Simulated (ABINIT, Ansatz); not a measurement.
**BaMg2Sb2 (P-3m1): G0W0 with ABINIT, start to end**

Wanted: ground state, empty states, screening and self-energy for BaMg2Sb2 (P-3m1).

Method: LDA and many-body steps on it, plane waves, in ABINIT 10.8.3.

This is a report of a sequence of runs, with most program output left out.

**1. Set-up**

The structure is trigonal, space group P-3m1 (No. 164). The conventional cell has a = 4.770 Å, b = 4.770 Å, c = 8.100 Å, α = 90.00°, β = 90.00°, γ = 120.00°. Nearest to Ba lie 6 Sb at 3.51 Å. Nearest to Mg lie 4 Sb at 2.89 Å. Nearest to Sb lie 4 Mg at 2.89 Å and 3 Ba at 3.51 Å. Farther neighbours are not listed.

The cell and positions come from the Crystallography Open Database and are kept as given unless a step says otherwise. Spin-orbit coupling is left out unless a step names it.

**2. Ground state**

This step: ABINIT 10.8.3; DFT, LDA, plane waves, norm-conserving pseudopotentials.

The ground-state density comes first.

run.abi reads:

```
acell 3*1.0 Angstrom
rprim 
  4.770000000028 -0.000000000006 0.000000000000
  -2.385000000008 4.130941176079 0.000000000000
  0.000000000000 0.000000000000 8.100000000000
ntypat 3
znucl 56 12 51
natom 5
typat 1 2 2 3 3
xred 
  0.000000000000 0.000000000000 0.000000000000
  0.333333333333 0.666666666667 0.624700000000
  0.666666666667 0.333333333333 0.375300000000
  0.333333333333 0.666666666667 0.268000000000
  0.666666666667 0.333333333333 0.732000000000
pp_dirpath "pseudos"
pseudos "Ba.upf, Mg.upf, Sb.upf"
ecut 40
ngkpt 6 6 4
nshiftk 1
shiftk 0 0 0
kptopt 1
chksymbreak 0
nband 44
occopt 1
tolvrs 1e-10
nstep 60
prtwf 0
optforces 0
optstress 0
indata_prefix "in"
outdata_prefix "out"
tmpdata_prefix "tmp"
```

On the command line:

```sh
$ OMP_NUM_THREADS=1 mpirun -n 4 abinit run.abi > log
```

Run time: 3.2 min. Hardware: 4 MPI ranks of Intel Xeon Platinum 8488C (Sapphire Rapids), shared host; peak memory 0.73 GiB; 13 min of CPU time.

This step gave:

* total energy: -17755.0515 eV
* gap: 0.7837 eV
* k of the valence top: 0, 0, 0
* k of the conduction bottom: 0.5, 0, 0
* least direct gap: 1.421 eV

The gap is indirect, with the least direct gap 0.64 eV higher.

**3. Bands along the symmetry lines**

Levels along a band path, at the cheap level, show where the edges lie and whether the meshes to come will hold them.

run.abi reads:

```
acell 3*1.0 Angstrom
rprim 
  4.770000000028 -0.000000000006 0.000000000000
  -2.385000000008 4.130941176079 0.000000000000
  0.000000000000 0.000000000000 8.100000000000
ntypat 3
znucl 56 12 51
natom 5
typat 1 2 2 3 3
xred 
  0.000000000000 0.000000000000 0.000000000000
  0.333333333333 0.666666666667 0.624700000000
  0.666666666667 0.333333333333 0.375300000000
  0.333333333333 0.666666666667 0.268000000000
  0.666666666667 0.333333333333 0.732000000000
pp_dirpath "pseudos"
pseudos "Ba.upf, Mg.upf, Sb.upf"
ecut 40
iscf -2
irdden 1
kptopt 0
nkpt 75
kpt 
  0.00000000 0.00000000 0.00000000
  0.06250000 0.00000000 0.00000000
  0.12500000 0.00000000 0.00000000
  0.18750000 0.00000000 0.00000000
  0.25000000 0.00000000 0.00000000
  0.31250000 0.00000000 0.00000000
  0.37500000 0.00000000 0.00000000
  0.43750000 0.00000000 0.00000000
  0.50000000 0.00000000 0.00000000
  0.47916667 0.04166667 0.00000000
  0.45833333 0.08333333 0.00000000
  0.43750000 0.12500000 0.00000000
  0.41666666 0.16666666 0.00000000
  0.39583333 0.20833333 0.00000000
  0.37500000 0.25000000 0.00000000
  0.35416666 0.29166666 0.00000000
  0.33333333 0.33333333 0.00000000
  0.29166666 0.29166666 0.00000000
  0.25000000 0.25000000 0.00000000
  0.20833333 0.20833333 0.00000000
  0.16666666 0.16666666 0.00000000
  0.12500000 0.12500000 0.00000000
  0.08333333 0.08333333 0.00000000
  0.04166667 0.04166667 0.00000000
  0.00000000 0.00000000 0.00000000
  0.00000000 0.00000000 0.06250000
  0.00000000 0.00000000 0.12500000
  0.00000000 0.00000000 0.18750000
  0.00000000 0.00000000 0.25000000
  0.00000000 0.00000000 0.31250000
  0.00000000 0.00000000 0.37500000
  0.00000000 0.00000000 0.43750000
  0.00000000 0.00000000 0.50000000
  0.06250000 0.00000000 0.50000000
  0.12500000 0.00000000 0.50000000
  0.18750000 0.00000000 0.50000000
  0.25000000 0.00000000 0.50000000
  0.31250000 0.00000000 0.50000000
  0.37500000 0.00000000 0.50000000
  0.43750000 0.00000000 0.50000000
  0.50000000 0.00000000 0.50000000
  0.47916667 0.04166667 0.50000000
  0.45833333 0.08333333 0.50000000
  0.43750000 0.12500000 0.50000000
  0.41666666 0.16666666 0.50000000
  0.39583333 0.20833333 0.50000000
  0.37500000 0.25000000 0.50000000
  0.35416666 0.29166666 0.50000000
  0.33333333 0.33333333 0.50000000
  0.29166666 0.29166666 0.50000000
  0.25000000 0.25000000 0.50000000
  0.20833333 0.20833333 0.50000000
  0.16666666 0.16666666 0.50000000
  0.12500000 0.12500000 0.50000000
  0.08333333 0.08333333 0.50000000
  0.04166667 0.04166667 0.50000000
  0.00000000 0.00000000 0.50000000
  0.50000000 0.00000000 0.50000000
  0.50000000 0.00000000 0.43750000
  0.50000000 0.00000000 0.37500000
  0.50000000 0.00000000 0.31250000
  0.50000000 0.00000000 0.25000000
  0.50000000 0.00000000 0.18750000
  0.50000000 0.00000000 0.12500000
  0.50000000 0.00000000 0.06250000
  0.50000000 0.00000000 0.00000000
  0.33333333 0.33333333 0.50000000
  0.33333333 0.33333333 0.43750000
  0.33333333 0.33333333 0.37500000
  0.33333333 0.33333333 0.31250000
  0.33333333 0.33333333 0.25000000
  0.33333333 0.33333333 0.18750000
  0.33333333 0.33333333 0.12500000
  0.33333333 0.33333333 0.06250000
  0.33333333 0.33333333 0.00000000
istwfk *1
nband 45
nbdbuf 2
tolwfr 1e-08
nstep 40
prtwf 0
prtvol 0
indata_prefix "in"
outdata_prefix "out"
tmpdata_prefix "tmp"
```

It took 4.3 min on 4 MPI ranks; peak memory 1.1 GiB; 17 min of CPU time.

Numbers from this step:

- gap: 0.7837 eV
- k of the valence top: 0, 0, 0
- k of the conduction bottom: 0.5, 0, 0
- least direct gap: 1.421 eV

The gap is 0.784 eV, as in the run before at this level.

The electronic bands at the labelled points (eV, zero at the top of the highest filled band):

```tsv
point	band 35	band 36	band 37	band 38	band 39	band 40	band 41	band 42
Γ	-0.99	-0.04	0.00	0.00	1.42	1.46	2.08	2.64
halfway	-1.78	-1.16	-0.70	-0.62	1.34	2.25	3.18	3.18
M	-1.55	-1.55	-1.32	-1.04	0.78	2.69	3.00	3.80
halfway	-2.13	-1.50	-1.37	-1.11	1.74	2.82	3.12	3.46
K	-2.77	-1.31	-1.31	-1.25	2.65	3.03	3.03	3.25
halfway	-2.12	-1.42	-1.10	-0.47	1.89	2.14	2.88	3.31
Γ	-0.99	-0.04	0.00	0.00	1.42	1.46	2.08	2.64
halfway	-0.88	-0.88	-0.21	-0.21	1.38	2.14	2.53	2.53
A	-0.65	-0.65	-0.53	-0.53	1.35	2.29	2.43	2.43
halfway	-1.26	-1.25	-1.04	-0.48	1.50	2.46	2.65	2.99
L	-1.79	-1.64	-0.59	-0.55	1.01	1.71	2.50	2.94
halfway	-2.00	-1.72	-1.25	-0.86	1.44	2.31	2.74	3.38
H	-2.31	-1.98	-1.29	-1.29	2.04	2.04	3.59	3.67
halfway	-1.42	-1.26	-1.07	-0.85	1.92	2.08	2.90	3.18
A	-0.65	-0.65	-0.53	-0.53	1.35	2.29	2.43	2.43
jump to L	-1.79	-1.64	-0.59	-0.55	1.01	1.71	2.50	2.94
halfway	-1.67	-1.53	-1.07	-0.75	0.88	2.27	2.66	3.34
M	-1.55	-1.55	-1.32	-1.04	0.78	2.69	3.00	3.80
jump to H	-2.31	-1.98	-1.29	-1.29	2.04	2.04	3.59	3.67
halfway	-2.62	-1.55	-1.30	-1.30	2.35	2.35	3.03	3.75
K	-2.77	-1.31	-1.31	-1.25	2.65	3.03	3.03	3.25
```

**4. Empty states on the mesh, 3×3×1 mesh, 325 bands**

The sums over transitions need many empty states on a uniform mesh; this step solves for them.

run.abi reads:

```
acell 3*1.0 Angstrom
rprim 
  4.770000000028 -0.000000000006 0.000000000000
  -2.385000000008 4.130941176079 0.000000000000
  0.000000000000 0.000000000000 8.100000000000
ntypat 3
znucl 56 12 51
natom 5
typat 1 2 2 3 3
xred 
  0.000000000000 0.000000000000 0.000000000000
  0.333333333333 0.666666666667 0.624700000000
  0.666666666667 0.333333333333 0.375300000000
  0.333333333333 0.666666666667 0.268000000000
  0.666666666667 0.333333333333 0.732000000000
pp_dirpath "pseudos"
pseudos "Ba.upf, Mg.upf, Sb.upf"
ecut 40
ngkpt 3 3 1
nshiftk 1
shiftk 0 0 0
kptopt 1
chksymbreak 0
iscf -2
irdden 1
istwfk *1
nband 325
nbdbuf 28
tolwfr 1e-09
nstep 60
prtvol 0
indata_prefix "in"
outdata_prefix "out"
tmpdata_prefix "tmp"
```

Run time: 5 min. Hardware: 4 MPI ranks; peak memory 0.63 GiB.

This step gave:

```
gap                                                           : 1.039 eV
k of the valence top                                          : 0, 0, 0
k of the conduction bottom                                    : 0.3333, 0, 0
least direct gap                                              : 1.421 eV
k points computed                                             : 3
lowest point of the top converged band, above the valence top : 71.9189 eV
```

On this mesh the gap is 1.039 eV. The earlier step found 0.784 eV, so this mesh misses an edge.

**5. Screening, 3×3×1 mesh, 297 bands, screening to 176.9 eV**

The RPA dielectric matrix is built and inverted for each q.

This step: RPA screening on LDA, plane waves, norm-conserving pseudopotentials.

run.abi, as its differences from that of step 4:

```diff
@@ -23,10 +23,11 @@
 chksymbreak 0
-iscf -2
-irdden 1
 istwfk *1
-nband 325
-nbdbuf 28
-tolwfr 1e-09
-nstep 60
-prtvol 0
+occopt 1
+irdwfk 1
+optdriver 3
+nband 297
+ecuteps 6.5
+inclvkb 2
+awtr 1
+symchi 1
 indata_prefix "in"
```

The job ended after 2.2 min (4 MPI ranks; peak memory 2.2 GiB; 8.9 min of CPU time).

This step gave:

- ε∞ with local fields, on this mesh, along the program's q direction: 18.66
- the same without local fields: 21.04
- plasma frequency: 25.62 eV
- plane waves in the screening matrix: 869

Local fields lower ε∞ by 11 %. On a Γ-centred mesh this coarse the value itself is usually too large, while a short band sum pulls it down.

**6. Self-energy, 3×3×1 mesh, 297 bands, screening to 176.9 eV**

The self-energy is evaluated for the states that the input lists, and the levels follow from it, in one-shot runs by the linearised quasiparticle equation.

This step: G0W0 on LDA, plane waves, norm-conserving pseudopotentials.

run.abi, as its differences from that of step 5:

```diff
@@ -26,8 +26,17 @@
 irdwfk 1
-optdriver 3
+optdriver 4
 nband 297
+gwcalctyp 0
+ecutsigx 40
+symsigma 1
+nkptgw 2
+kptgw 
+  0.0000000000 0.0000000000 0.0000000000
+  0.3333333333 0.0000000000 0.0000000000
+bdgw 
+  37 40
+  37 40
 ecuteps 6.5
-inclvkb 2
-awtr 1
-symchi 1
+irdscr 1
+ppmodel 1
 indata_prefix "in"
```

It took 82 s on 4 MPI ranks; peak memory 2.2 GiB.

This step gave:

```
G0W0 gap on the points computed              : 1.475 eV
starting gap on the mesh                     : 1.039 eV
k of the valence top                         : 0, 0, 0
k of the conduction bottom                   : 0.3333, 0, 0
Z at the valence top                         : 0.782
Z at the conduction bottom                   : 0.793
least direct G0W0 gap on the computed points : 2.036 eV
```

The gap on the mesh goes from 1.04 eV to 1.48 eV, a correction of +0.44 eV. The start differs from the 0.78 eV found before because the two sample other k points.

Limits: finite bands, cutoff and mesh; no spin-orbit coupling; coarse k mesh. v1 is the top filled band, c1 the lowest empty one. The levels before and after the correction (eV, zero at the valence-band top of each column):

```tsv
	conduction bottom	valence top
Kohn-Sham	1.04	0.00
G0W0	1.48	0.00
```

```tsv
	level	energy (eV)
Kohn-Sham	Γ v2-v1	0.000
Kohn-Sham	Γ c1	1.421
Kohn-Sham	Γ c2	1.465
Kohn-Sham	(0.333 0 0) v2	-1.010
Kohn-Sham	(0.333 0 0) v1	-0.844
Kohn-Sham	(0.333 0 0) c1	1.039
Kohn-Sham	(0.333 0 0) c2	2.556
G0W0	Γ v2-v1	0.000
G0W0	Γ c1	2.112
G0W0	Γ c2	2.036
G0W0	(0.333 0 0) v2	-1.061
G0W0	(0.333 0 0) v1	-0.883
G0W0	(0.333 0 0) c1	1.475
G0W0	(0.333 0 0) c2	3.126
```

**7. Where the time went**

Times are wall times on 4 MPI ranks of Intel Xeon Platinum 8488C (Sapphire Rapids), shared host, good to a factor of about two.

```tsv
step	time	share	memory (GiB)
ground state	3.2 min	20 %	0.73
bands along the symmetry lines	4.3 min	27 %	1.1
empty states on the mesh	5 min	31 %	0.63
screening	2.2 min	14 %	2.2
self-energy	82 s	8 %	2.2
```

**8. Outcome**

| Quantity | Value |
| --- | --- |
| LDA gap | 0.78 eV, indirect |
| G0W0 gap on the mesh | 1.48 eV |
| G0W0 gap over the zone (rigid shift) | 1.22 eV |
| GW settings | 3×3×1 mesh, 297 bands, screening to 176.9 eV, Godby-Needs plasmon pole |
| known limits | not at the basis limit; no spin-orbit coupling; coarse k mesh |

**Reading.** G0W0 moves the gap on the mesh from 1.04 eV to 1.48 eV (+0.44 eV), with Z of 0.78 and 0.79 at the edges. The mesh misses the band edges by 0.26 eV in all; a rigid shift gives 1.22 eV for the zone. Local fields lower the RPA ε∞ on this mesh from 21.04 to 18.66; a Γ-centred mesh this coarse tends to raise both, most where the direct gap is narrow, while a short band sum lowers them. Only 2 of the mesh's irreducible points were corrected, so a valley elsewhere could overtake. Bands and cutoff are finite, so the gap is not at the basis limit. The miss can reach some tenths of an eV and take either sign; the mesh is an error of its own. In the G0W0 run levels were corrected at 2 k points alone, so a gap called «on the mesh» is the least over those, and an edge elsewhere would be missed. A denser mesh or path gives a starting gap of 0.78 eV: the GW mesh misses a band edge, so its gaps are not the fundamental one. The 3×3×1 mesh is coarse for this cell, which bears on the long-range parts of exchange and screening. The many-body steps are scalar-relativistic: spin-orbit coupling is not in them.

[Paths, hosts, dates, memory and timing lines, banners, echoed tables and standing remarks are left out of the program output.]

[Logs are printed without paths, hosts, clocks, repeated set-up lines and the standing remarks that a program may print on its own settings, such as how far it seeks lower states.]

[Runs of the session that timed out or met a known fault of the program may be left out.]

[Hosts, paths, dates, database ids (printed as entryN), source tags and the programs' standing remarks are cut or masked in the printed files.]

[G0W0 gaps are taken among the corrected bands and points alone; a level outside them can change the order at an edge.]

[Where Ansatz stands beside ABINIT at settings called matched, ABINIT's density can come from a denser mesh and the files from another edition; pairs whose starting gaps differed by over 0.03 eV were left out, so agreement reads better than it is.]
